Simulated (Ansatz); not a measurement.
# CdS (Greenockite, P6_3mc) under uniaxial strain along c, part 2 of 3

Wanted: the shifts of the zone-centre modes of CdS (Greenockite, P6_3mc) with strain.

Ansatz 0.2.0; DFT LDA, scalar-relativistic, plane waves, PAW; PAW set soft_1.

So far. Step 3 (Tight relaxation): The largest force component left is 0.11 meV/Å and the pressure is -0.001 GPa, within the tolerances set. The cell now holds 23.85 Å³/atom.

The database entry behind the starting cell differs from later determinations by our own check (about 0.35 % long), so it need not match the best structure at ambient conditions.

**4. Zone-centre response at rest**

The modes at rest are the reference of the series, and the response to a field gives the dielectric tensor and the Born charges.

Contents of input.yaml:

```yaml
crystal:
  lattice:
    - [4.0738439916, 0.0, 0.0]
    - [-2.0369219958, 3.5280523877, 0.0]
    - [0.0, 0.0, 6.6387621208]
  atoms:
    - { symbol: S, position: [0.3333333333, 0.6666666667, 0.3755358643] }
    - { symbol: S, position: [0.6666666667, 0.3333333333, 0.8755358643] }
    - { symbol: Cd, position: [0.3333333333, 0.6666666667, -0.0005358643] }
    - { symbol: Cd, position: [0.6666666667, 0.3333333333, 0.4994641357] }
kpoints:
  mp_grid: { grid: [15, 15, 8] }
hamiltonian:
  xc: lda
  pseudopotentials: { kind: paw, azcp: { folder: soft_1 }, xc_functional: pbe }
scf:
  occupations: { method: fixed }
output:
  eigenvalues: true
phonons:
  method: dfpt
  dielectric: true
  rigid_motions: translations
```

The run is started by

```console
$ ansatz run input.yaml --threads 8 --pin off --max-ram 16384MiB --backend cpu --events-out ev --progress --plain --runs-dir out
```

Numbers of over 12 decimals in the logs are rounded to 6 here.

The program printed:

```text
[...]
Crystal: 4 atoms, lattice volume = 95.417 Å³
Basis set: ecut = 420 eV, 1811 PW (Γ), exchange–correlation on 60×60×96 points (8 copies of the dense FFT grid, shifted against one another)
Bands: 32, of which v1, the nominal top of the filled ones, is band 26 counted from 1 (25 counted from 0)
Symmetry: 12 space group operations
k-points: 488 of 1800 (irreducible under 2 space group operations, time reversal used)
[...]
SCF iter   1: F=—  HF=-17977.538904 eV  |F-HF|=—  |Δ(HF+E_count)|=         —  Δρ=2.34e-2  dr2=4.50e-1  ethr=3.10e-3  ⟨swp⟩=5.0  Hψ=55065  notcnv=0  defer=1909
[...]
SCF iter   9: F=-17977.408545 eV  HF=-17977.408545 eV  |F-HF|=4.00e-11  |Δ(HF+E_count)|=   2.23e-9  Δρ=3.08e-7  dr2=9.45e-11  ethr=1.00e-12  ⟨swp⟩=13.3  Hψ=124135  notcnv=0
SCF 1 converged in 9 iterations: F = -17977.408545 eV  dr2 = 9.45e-11
[...]
NSCF: frozen V_eff on 4 k-points
DFPT response loops at Γ: preconditioner auto → Resta (q_TF=auto, 2.466 Å⁻¹)  ε∞=7.6 (no band partly filled); β = 1.00, the filter's whole step (`scf.mixing.beta` (0.50) is not read by the response loops at its default; to damp them type it under 1.00, their step now; it binds the ground state too); Broyden in place of MSR1
── the response to a field inside a basis, on 16×16×8 k-points: an SCF that follows is theirs, and a resumed run solves both again ──
Bands: 27, of which v1, the nominal top of the filled ones, is band 26 counted from 1 (25 counted from 0)
k-points: 288 of 2048 (irreducible under 4 space group operations, time reversal used)
[...]
Eigensolver: Dense (288 Hₖ)
SCF iter   1: F=—  HF=-17977.391018 eV  |F-HF|=—  |Δ(HF+E_count)|=         —  Δρ=1.46e-4  dr2=3.37e-6  ethr=1.00e-1
[...]
SCF iter   3: F=-17977.391019 eV  HF=-17977.391019 eV  |F-HF|=1.50e-8  |Δ(HF+E_count)|=   4.22e-7  Δρ=1.48e-5  dr2=7.80e-8  ethr=2.26e-9
SCF 1 converged in 3 iterations: F = -17977.391019 eV  dr2 = 7.80e-8
[...]
WARN: field response: ε∞ stands inside a basis, on 16×16×8 points; the force constants stand on the 15×15×8 k-mesh, whose period is 11.82 times the interband length at k = (0.0000, 0.0000, 0.0000), direct gap 1.026 eV, under 14: take them and everything formed from them as unconverged, and compare with a denser kpoints.mp_grid
SCF converged after 9 iterations
Free energy (F): -17977.408545 eV
[...]
Internal energy: -17977.408545 eV  (E = F + TS)
E sigma→0 (E₀):  -17977.408545 eV
Fermi energy:    7.195755 eV
[...]
--- Band table (eV; the first three rows and the last of 488) ---
  k-point 0: bands = [... 22 lower, 6.3623, 7.1340, 7.1958, 7.1958, 8.2221, 9.8051, 13.4641, 13.4641, ... 2 higher]
  k-point 1: bands = [... 22 lower, 6.3917, 6.7437, 7.1614, 7.1614, 8.5851, 9.8269, 13.4805, 13.4805, ... 2 higher]
  k-point 2: bands = [... 22 lower, 6.4765, 6.4765, 7.0650, 7.0650, 9.1678, 9.8837, 13.2530, 13.5382, ... 2 higher]
  k-point 487: bands = [... 22 lower, 4.5003, 4.6617, 5.8445, 6.0351, 11.2675, 11.9529, 12.2462, 13.0214, ... 2 higher]
--- Phonons (Γ-DFPT): 4 representative perturbations + reference, on 488 of 1800 k-points (Σ response iterations 13) ---
  k mesh reduced under 2 symmetry operations, with k and −k counted as one. Each operation leaves every solved perturbation unchanged. A smaller set is not considered because the run solves the response to a homogeneous field
  ASR residual: 1.155e-4 → 0.000e0 eV/Å²; symmetrization residual: 2.819e-6 eV/Å²
  ASR residual per site (eV/Å²): 1.15e-4 1.15e-4 2.59e-5 2.59e-5
  Γ frequencies (cm⁻¹): 0.00 0.00 0.00 42.02 42.02 136.89 240.57 247.60 247.60 260.66 260.66 306.79
  ε∞ (high-frequency dielectric tensor):
        6.409346     0.000000    -0.000000
        0.000000     6.409346     0.000000
        0.000000     0.000000     6.499124
  ε⁰ (static dielectric tensor: ions relaxed, cell fixed):
        9.282809     0.000000     0.000000
        0.000000     9.282809     0.000000
        0.000000     0.000000     9.835231
  ε⁰ − ε∞ (ionic part):
        2.873463     0.000000     0.000000
        0.000000     2.873463     0.000000
        0.000000     0.000000     3.336107
  softest optical mode at Γ: 42.02 cm⁻¹; the repairs (sum rule, projections) moved no ω² at Γ by more than (1.13 cm⁻¹)²
  Born effective charges Z* (e; rows j = field, columns β = displacement):
    site 0:
        -2.06410   -0.00000   -0.00000
         0.00000   -2.06410    0.00000
         0.00000   -0.00000   -2.16092
    site 1:
        -2.06410   -0.00000    0.00000
        -0.00000   -2.06410   -0.00000
         0.00000    0.00000   -2.16092
    site 2:
         2.06410    0.00000    0.00000
        -0.00000    2.06410   -0.00000
        -0.00000   -0.00000    2.16092
    site 3:
         2.06410    0.00000   -0.00000
        -0.00000    2.06410   -0.00000
         0.00000   -0.00000    2.16092
  Z* charge neutrality: 8.663e-4 e pre-enforcement
  solved inside a basis spanned on kpoints, on 16×16×8 k-points, its susceptibility summed on 22×22×12: ε∞ is read to err by 1.9e-2, Z* by 2.2e-2 e (field_mesh: kpoints solves on kpoints); Z* is corrected for what the basis lacks
  optical modes at Γ without the LO–TO term, one row a degenerate level:
      ω (cm⁻¹)  modes    IR ((D/Å)²/amu)
         42.02      2             0.0000
        136.89      1             0.0000
        240.57      1             8.6372
        247.60      2            15.7612
        260.66      2             0.0000
        306.79      1             0.0000
  optical modes at Γ + LO–TO along q̂ = [1.0000, 0.0000, 0.0000]:
      ω (cm⁻¹)  modes    IR ((D/Å)²/amu)
         42.02      2             0.0000
        136.89      1             0.0000
        240.57      1             8.6372
        247.60      1             7.8806
        260.66      2             0.0000
        297.97      1             7.8806
        306.79      1             0.0000
  optical modes at Γ + LO–TO along q̂ = [0.0000, 1.0000, 0.0000]:
      ω (cm⁻¹)  modes    IR ((D/Å)²/amu)
         42.02      2             0.0000
        136.89      1             0.0000
        240.57      1             8.6372
        247.60      1             7.8806
        260.66      2             0.0000
        297.97      1             7.8806
        306.79      1             0.0000
  optical modes at Γ + LO–TO along q̂ = [0.0000, 0.0000, 1.0000]:
      ω (cm⁻¹)  modes    IR ((D/Å)²/amu)
         42.02      2             0.0000
        136.89      1             0.0000
        247.60      2            15.7612
        260.66      2             0.0000
        295.94      1             8.6372
        306.79      1             0.0000
```

Run time: 6.1 min. Hardware: 8 threads of Arm Neoverse N1, shared host; peak memory 5.1 GiB.

Reading the cycles: dr2 is the Hartree energy of the density residual (eV), the measure of convergence; HF is the Harris–Foulkes estimate of the energy, which meets the free energy F at convergence.

Numbers from this step:

```
sum-rule residual before enforcement                    : 1.15e-4 eV/Å²
miss of the charge sum rule                             : 8.66e-4 e
estimated error of the dielectric tensor                : 0.01871
estimated error of the Born charges                     : 0.02222 e
point group                                             : 6mm
highest optical mode at the zone centre (no LO-TO term) : 306.8 cm⁻¹
lowest optical zone-centre mode                         : 42.02 cm⁻¹
mean high-frequency dielectric constant                 : 6.439
largest Born charge (third of the trace)                : -2.096 e
mean static dielectric constant                         : 9.467
top of the zone-centre spectrum with the field          : 306.8 cm⁻¹
```

Without the LO-TO term. Patterns of degenerate modes are one choice out of their space. The modes at Γ (shares of kinetic energy by element, %):

```csv
mode,frequency (cm⁻¹),symmetry,S %,Cd %
1,0.0,acoustic,22,78
2,0.0,acoustic,22,78
3,0.0,acoustic,22,78
4,42.0,E2,17,83
5,42.0,E2,17,83
6,136.9,B1,3,97
7,240.6,A1,78,22
8,247.6,E1,78,22
9,247.6,E1,78,22
10,260.7,E2,83,17
11,260.7,E2,83,17
12,306.8,B1,97,3
```

Displacements in mode 5 (42.0 cm⁻¹), the largest set to 1:
```
S1   0.86  0.00  0.00
S2  -0.86  0.00  0.00
Cd3 -1.00  0.00  0.00
Cd4  1.00  0.00  0.00
```

Displacements in mode 9 (247.6 cm⁻¹), the largest set to 1:
```
S1   1.00 -0.02  0.00
S2   1.00 -0.02  0.00
Cd3 -0.29  0.01  0.00
Cd4 -0.29  0.01  0.00
```

Optical modes at the zone centre, without and with the macroscopic field of the longitudinal modes; each column is sorted by frequency, so a row need not hold one and the same mode. Modes with and without the field, by row:

```csv
rank among optical modes,no field (cm⁻¹),"q along (1, 0, 0) (cm⁻¹)","q along (0, 0, 1) (cm⁻¹)"
1,42,42,42
2,42,42,42
3,136.9,136.9,136.9
4,240.6,240.6,247.6
5,247.6,247.6,247.6
6,247.6,260.7,260.7
7,260.7,260.7,260.7
8,260.7,298,295.9
9,306.8,306.8,306.8
```

Born charge (rows field, columns displacement) (e), principal values of the symmetric part by kind of site:

```csv
atom,atoms with these values,low,middle,high,mean
S1,2,-2.16,-2.06,-2.06,-2.10
Cd3,2,2.06,2.06,2.16,2.10
```

In full for S1:

```
-2.06  0.00  0.00
 0.00 -2.06  0.00
 0.00  0.00 -2.16
```

High-frequency dielectric tensor:

```
6.41 0.00 0.00
0.00 6.41 0.00
0.00 0.00 6.50
```

Static dielectric tensor (ions relaxed, fixed cell):

```
9.28 0.00 0.00
0.00 9.28 0.00
0.00 0.00 9.84
```

Transverse modes. Lines of the infrared spectrum (strongest = 100):

```csv
position (cm⁻¹),label,relative intensity
42,E2,0.0
137,B1,0.0
241,A1,55
248,E1,100
261,E2,0.0
307,B1,0.0
```

Before it was imposed, the acoustic sum rule was missed by 1.2e-4 eV/Å² and the charge sum rule by 8.7e-4 e. Small misses are needed for a sound result but don't prove that mesh and cutoff are converged. The lowest optical mode is real, 42.0 cm⁻¹.

The log warns of the k mesh: “the force constants stand on the 15×15×8 k-mesh, whose period is 11.82 times the interband length at k = (0.0000, 0.0000, 0.0000), direct gap 1.026 eV, under 14: take them and everything formed from them as unconverged”. So the frequencies of this run count as unconverged too.

**5. A member of the series: uniaxial strain of +4 % along c**

The cell takes a uniaxial strain of +4 % along c. The strained length and the angles are held, while the rest of the cell and the atoms relax.

Contents of input.yaml:

```yaml
crystal:
  lattice:
    - [4.0339418477, 0.0, 0.0]
    - [-2.0169709238, 3.4934961175, 0.0]
    - [0.0, 0.0, 6.9043126056]
  atoms:
    - { symbol: S, position: [0.3333449999, 0.6666550001, 0.3711837329] }
    - { symbol: S, position: [0.6666550001, 0.3333449999, 0.8711837329] }
    - { symbol: Cd, position: [0.3333217286, 0.6666782714, 0.0038162671] }
    - { symbol: Cd, position: [0.6666782714, 0.3333217286, 0.5038162671] }
kpoints:
  mp_grid: { grid: [15, 15, 8] }
hamiltonian:
  xc: lda
  pseudopotentials: { kind: paw, azcp: { folder: soft_1 }, xc_functional: pbe }
scf:
  occupations: { method: gaussian, width: 0.02 }
output:
  forces: true
  stress: true
  eigenvalues: true
relax:
  adjacent_minimum: "off"
  f_tol: 0.001
  max_steps: 60
  cell: { stress_tol: 0.01, fix: [c, angles] }
```

The program printed:

```text
[...]
Crystal: 4 atoms, lattice volume = 97.299 Å³
Basis set: ecut = 420 eV, 1919 PW (Γ)
Bands: 32, of which v1, the nominal top of the filled ones, is band 26 counted from 1 (25 counted from 0)
Symmetry: 4 space group operations
[...]
k-points: 320 of 1800 (time reversal used)
[...]
--- Relaxed structure (3 steps of the walk, 3 accepted, 1 SCFs on fresh bases) ---
[...]
cell:  # Å, volume = 96.6888 Å³
    - [4.021263, -6.530734692841376e-12, 0]
    - [-2.010632, 3.482516, 0]
    - [0, 0, 6.9043126056]
  atoms:
    - { symbol: S, position: [0.333334, 0.666666, 0.369909] }
    - { symbol: S, position: [0.666666, 0.333334, 0.869909] }
    - { symbol: Cd, position: [0.333332, 0.666668, 0.00509131] }
    - { symbol: Cd, position: [0.666668, 0.333332, 0.505091] }
[key lines of the parts left out:]
SCF converged after 6 iterations
Free energy (F): -17977.373865 eV
Fermi energy:    7.500112 eV
P = ⅓ Tr σ = -1.0153 GPa (-10.153 kbar)
```

The job ended after 78 s (8 threads; peak memory 1 GiB).

The steps of the relaxation:

```csv
step,energy less that of the first step (eV),largest force component (eV/Å),pressure (GPa),volume (Å³)
1,0.0000,0.0572,-1.34,97.30
2,-0.0014,0.0323,-1.04,96.76
3,-0.0016,0.0004,-1.02,96.69
4*,-0.0015,0.0004,-1.02,96.69
```

Relaxation steps marked * repeat the geometry before them on a plane-wave basis chosen anew for their cell, so energy and pressure can jump there.

Forces are held to the 4 operations that the run works with; a distortion that breaks them can't arise in this run.

```csv
"conventional cell, symmetrised",before,after,change
a (Å),4.034,4.021,-0.3 %
b (Å),4.034,4.021,-0.3 %
c (Å),6.904,6.904,-0.0 %
volume (Å³/atom),24.32,24.17,-0.6 %
```

Numbers from this step:

```yaml
pressure: -1.015 GPa
gap_on_the_k_mesh: 0.8612 eV
volume_per_atom: 24.17 Å³
```

The largest force component left is 0.37 meV/Å.

[end of part 2 of 3]

[Logs are printed without paths, hosts, clocks, repeated set-up lines and the standing remarks that a program may print on its own settings, such as how far it seeks lower states.]

[Hosts, paths, dates, database ids (printed as entryN), source tags and the programs' standing remarks are cut or masked in the printed files.]
